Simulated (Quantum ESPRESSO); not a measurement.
# Core-hole calculation of the S K edge in LaS (Fm-3m), part 2 of 3

What does one-electron theory with a core hole give for the S K edge of LaS (Fm-3m)?

Quantum ESPRESSO 7.5; X-ray absorption near-edge structure, plane-wave PAW PBEsol, one-electron final states by a Lanczos continued fraction.

So far. Step 2 (The field without a hole): The mesh shows no gap, so the system is treated as a metal and the core electron is put at the Fermi level (neutral cell). Step 3 (Spectrum without a core hole, S atom 2): Main maxima below 24 eV (height): 3.2 eV (1.76), 6.7 eV (1.76), 7.6 eV (1.68), 12.0 eV (0.96), 15.6 eV (0.99) and 21.0 eV (0.97). A K edge sees empty p states on the absorber.

**6. The atom with a core hole**

Level of this step: all-electron atom with a core hole and its PAW potential, PBEsol, scalar-relativistic (Quantum ESPRESSO).

The final state has one core electron fewer, so a PAW data set is made for an atom with that hole.

S.pbesol-nl-kjpaw-1sch.ld1.in

```
&input
   title='S', zed=16., rel=1, iswitch=3, dft='PBESOL',
   config='1s1 2s2 2p6 3s2 3p5 3d-1'
/
&inputp
   file_pseudopw='S.pbesol-nl-kjpaw-1sch.UPF', author='',
   lpaw=.true.,
   pseudotype=3,
   lloc=2,
   which_augfun='PSQ',
   rmatch_augfun_nc=.true.,
   nlcc=.true.,
   new_core_ps=.true.,
   rcore=1.5,
   tm=.true.,
   zval=7,
   lgipaw_reconstruction=.true., use_paw_as_gipaw=.true.
/
5
3S  1  0  2.00  0.00  1.50  1.70  0.0
3S  1  0  0.00  6.00  1.50  1.70  0.0
3P  2  1  5.00  0.00  1.50  1.70  0.0
3P  2  1  0.00  3.00  1.50  1.70  0.0
3D  3  2  0.00  1.50  1.60  1.60  0.0
```

Run with:

```sh
> ld1.x < S.pbesol-nl-kjpaw-1sch.ld1.in > S.pbesol-nl-kjpaw-1sch.ld1.out
```

Log:

```text
     [... banner and references ...]
PAW data will be used for GIPAW calculation
     --------------------------- All-electron run ----------------------------

     S
     scalar relativistic calculation

     atomic number is 16.00
     dft =PBESOL   lsd =0 sic =0 latt =0  beta=0.20 tr2=1.0E-14
     Exchange-correlation= PBESOL
                           (   1   4  10   8   0   0   0)
     mesh =1151 r(mesh) =  99.72449 a.u. xmin = -7.00 dx = 0.01250
     1 Ry =  13.60569312 eV, c = 137.03599908

     n l     nl                  e(Ry)          e(Ha)          e(eV)
     1 0     1S 1( 1.00)      -188.6036       -94.3018     -2566.0827
     2 0     2S 1( 2.00)       -17.7935        -8.8968      -242.0934
     2 1     2P 1( 6.00)       -14.1037        -7.0518      -191.8906
[...]
final scf error:  3.3E-15 reached in  33 iterations

     Etot =    -614.810797 Ry,    -307.405399 Ha,   -8364.927035 eV

     Ekin =     616.341906 Ry,     308.170953 Ha,    8385.758831 eV
     Encl =   -1502.188738 Ry,    -751.094369 Ha,  -20438.318980 eV
     Eh   =     312.673093 Ry,     156.336546 Ha,    4254.134147 eV
     Exc  =     -41.637058 Ry,     -20.818529 Ha,    -566.501032 eV

     normalization and overlap integrals

     s(1S/1S) =  1.000000  <r> =   0.0952  <r2> =    0.0122  r(max) =   0.0625
     s(1S/2S) = -0.001140
     s(1S/3S) = -0.000360
     s(2S/2S) =  1.000000  <r> =   0.4562  <r2> =    0.2472  r(max) =   0.3734
     s(2S/3S) = -0.000194
     s(2P/2P) =  1.000000  <r> =   0.4088  <r2> =    0.2080  r(max) =   0.3019
     s(2P/3P) = -0.000143
     s(3S/3S) =  1.000000  <r> =   1.5701  <r2> =    2.8710  r(max) =   1.3033
     s(3P/3P) =  1.000000  <r> =   1.8378  <r2> =    4.0706  r(max) =   1.4225

[...]
final scf error:  3.3E-15 reached in  33 iterations

     Etot =    -614.810797 Ry,    -307.405399 Ha,   -8364.927035 eV

     Ekin =     616.341906 Ry,     308.170953 Ha,    8385.758831 eV
     Encl =   -1502.188738 Ry,    -751.094369 Ha,  -20438.318980 eV
     Eh   =     312.673093 Ry,     156.336546 Ha,    4254.134147 eV
     Exc  =     -41.637058 Ry,     -20.818529 Ha,    -566.501032 eV

     normalization and overlap integrals

     s(1S/1S) =  1.000000  <r> =   0.0952  <r2> =    0.0122  r(max) =   0.0625
     s(1S/2S) = -0.001140
     s(1S/3S) = -0.000360
     s(2S/2S) =  1.000000  <r> =   0.4562  <r2> =    0.2472  r(max) =   0.3734
     s(2S/3S) = -0.000194
     s(2P/2P) =  1.000000  <r> =   0.4088  <r2> =    0.2080  r(max) =   0.3019
     s(2P/3P) = -0.000143
     s(3S/3S) =  1.000000  <r> =   1.5701  <r2> =    2.8710  r(max) =   1.3033
     s(3P/3P) =  1.000000  <r> =   1.8378  <r2> =    4.0706  r(max) =   1.4225

     ------------------------ End of All-electron run ------------------------

     ---------------------- Testing the pseudopotential ----------------------

     S
     scalar relativistic calculation

     atomic number is 16.00   valence charge is  7.00
     dft = SLA  PW   PSX  PSC   lsd =0 sic =0 latt =0  beta=0.20 tr2=1.0E-14
     mesh =1151 r(mesh) =  99.72449 xmin = -7.00 dx = 0.01250

     n l     nl             e AE (Ry)        e PS (Ry)    De AE-PS (Ry)
     1 0     3S   1( 2.00)       -1.44684       -1.44684        0.00001
     2 1     3P   1( 5.00)       -0.63745       -0.63746        0.00000

     eps = 9.9E-15  iter = 34

     Etot =    -614.810797 Ry,    -307.405399 Ha,   -8364.927035 eV
     Etotps =   -64.585823 Ry,     -32.292912 Ha,    -878.734889 eV

     Ekin =      37.616443 Ry,      18.808221 Ha,     511.797775 eV
     Encl =     -85.873735 Ry,     -42.936867 Ha,   -1168.371683 eV
     Ehrt =      25.308523 Ry,      12.654262 Ha,     344.339998 eV
     Ecxc =     -41.637054 Ry,     -20.818527 Ha,    -566.500979 eV
     (Ecc =      -0.183860 Ry,      -0.091930 Ha,      -2.501540 eV)

     ---------------------- End of pseudopotential test ----------------------
```

Run time: 1.1 s. Hardware: 1 MPI rank of Intel Xeon Platinum 8124M at 3.00GHz (Skylake/Cascade Lake), shared host; peak memory 0.13 GiB.

Removing the core electron and adding it to the valence shell costs the free atom 2476.3 eV.

**7. Supercell with XCH, S atom 2**

The holes are 5.9 Å apart. The excited electron is kept in the cell, where it fills the lowest empty states and screens the hole.

scf.in

```
&control
   calculation='scf', prefix='x', pseudo_dir='../pp', outdir='tmp', tprnfor=.true.
/
&system
   ibrav=0, nat=8, ntyp=3, nbnd=43
   ecutwfc=75, ecutrho=560
   occupations='smearing', smearing='mv', degauss=0.015
/
&electrons
   conv_thr=8.0e-08, electron_maxstep=120
   mixing_beta=0.5
/
ATOMIC_SPECIES
La 1.0 La.pbesol-spfn-kjpaw.UPF
S0 1.0 S.pbesol-nl-kjpaw-1sch.UPF
S 1.0 S.pbesol-nl-kjpaw.UPF
CELL_PARAMETERS angstrom
  0.00000000 0.00000000 5.85400000
  5.85400000 0.00000000 0.00000000
  0.00000000 5.85400000 0.00000000
ATOMIC_POSITIONS crystal
La   0.00000000 0.00000000 0.00000000
La   0.00000000 0.50000000 0.50000000
La   0.50000000 0.50000000 0.00000000
La   0.50000000 0.00000000 0.50000000
S0   0.50000000 0.50000000 0.50000000
S    0.50000000 0.00000000 0.00000000
S    0.00000000 0.00000000 0.50000000
S    0.00000000 0.50000000 0.00000000
K_POINTS automatic
5 5 5 0 0 0
```

Run with:

```sh
> OMP_NUM_THREADS=1 mpirun --oversubscribe --bind-to none -np 4 pw.x -nk 4 -in scf.in > scf.out
```

Log:

```text
     [... banner and references ...]
[banner, memory and clock lines left out]
using ibrav=0 with symmetry is DISCOURAGED, use correct ibrav instead

     G-vector sticks info

     bravais-lattice index     =            0
     lattice parameter (alat)  =      11.0625  a.u.
     unit-cell volume          =    1353.8008 (a.u.)^3
     number of atoms/cell      =            8
     number of atomic types    =            3
     number of electrons       =        69.00
     number of Kohn-Sham states=           43
     kinetic-energy cutoff     =      75.0000  Ry
     charge density cutoff     =     560.0000  Ry
     scf convergence threshold =      8.0E-08
     mixing beta               =       0.5000
     number of iterations used =            8  plain     mixing
     Exchange-correlation= SLA  PW   PSX  PSC
                           (   1   4  10   8   0   0   0)

     celldm(1)=  11.062457  celldm(2)=   0.000000  celldm(3)=   0.000000
     celldm(4)=   0.000000  celldm(5)=   0.000000  celldm(6)=   0.000000

     crystal axes: (cart. coord. in units of alat)
               a(1) = (   0.000000   0.000000   1.000000 )
               a(2) = (   1.000000   0.000000   0.000000 )
               a(3) = (   0.000000   1.000000   0.000000 )

     reciprocal axes: (cart. coord. in units 2 pi/alat)
               b(1) = (  0.000000  0.000000  1.000000 )
               b(2) = (  1.000000  0.000000  0.000000 )
               b(3) = (  0.000000  1.000000  0.000000 )

     PseudoPot. #1 for La:     Pseudo is Projector augmented-wave + core cor, Zval = 11.0

     ../pp/S.pbesol-nl-kjpaw-1sch.UPF
     Pseudo is Projector augmented-wave + core cor, Zval =  7.0
[...]
iteration #  8     ecut=    75.00 Ry     beta= 0.50
     Davidson diagonalization with overlap
     ethr =  1.23E-09,  avg # of iterations =  6.2

     End of self-consistent calculation

          k = 0.0000 0.0000 0.0000 ( 14795 PWs)   bands (ev):

   -21.2452 -21.1591 -21.1591 -20.9668  -5.8401  -5.4779  -5.4779  -5.4779
    -5.0160  -5.0160  -5.0160  -5.0010  -5.0010  -5.0010  -4.6719  -4.6719
    -4.6719  -1.9240  -1.8321  -1.8321   5.4718   5.4718   5.4718   8.3479
     8.3479   8.3479   8.6206   8.6206   8.6206   8.6731   8.6731   8.6731
     9.8491   9.8491   9.8491  11.9441  11.9441  11.9441  12.7375  12.8817
    12.8820  13.2064  13.5414

     [... bands of 9 further k-points ...]

     the Fermi energy is    11.8994 ev

!    total energy              =   -2067.51493477 Ry
     total all-electron energy =    -70929.186751 Ry
     estimated scf accuracy    <       0.00000004 Ry
     smearing contrib. (-TS)   =      -0.00177637 Ry
     internal energy E=F+TS    =   -2067.51315841 Ry

     The total energy is F=E-TS. E is the sum of the following terms:
     one-electron contribution =       7.94147973 Ry
     hartree contribution      =      36.45721458 Ry
     xc contribution           =    -311.04903157 Ry
     ewald contribution        =    -319.68505701 Ry
     one-center paw contrib.   =   -1481.17776414 Ry

     convergence has been achieved in   8 iterations

     Forces acting on atoms (cartesian axes, Ry/au):

     atom    1 type  1   force =     0.00000000    0.00000000    0.00000000
     atom    2 type  1   force =     0.00000000    0.00000000    0.00000000
     atom    3 type  1   force =     0.00000000    0.00000000    0.00000000
[...]
atom    7 type  3   force =     0.00000000    0.00000000    0.00000000
     atom    8 type  3   force =     0.00000000    0.00000000    0.00000000

     Total force =     0.000000     Total SCF correction =     0.000000

     XML data file, charge density, pseudopotentials, collected wavefunctions
```

It took 1.8 min on 4 MPI ranks; peak memory 0.93 GiB.

Energy with the hole: -965040.748 eV, cores included.

[end of part 2 of 3]

[Banner, clock and machine lines of the logs are left out without a mark of their own.]

[Logs are printed without paths, hosts, clocks, repeated set-up lines and the standing remarks that a program may print on its own settings, such as how far it seeks lower states.]

[Hosts, paths, dates, database ids (printed as entryN), source tags and the programs' standing remarks are cut or masked in the printed files.]

[Lists of maxima count a maximum above −3 eV only where it reaches 4 % of the highest in the window and stands out from its surroundings by 2 % of it (1.5 % where it reaches 55 %); shoulders and weaker maxima are passed over, and of the rest the first, up to two pre-edge ones and the few strongest are named.]
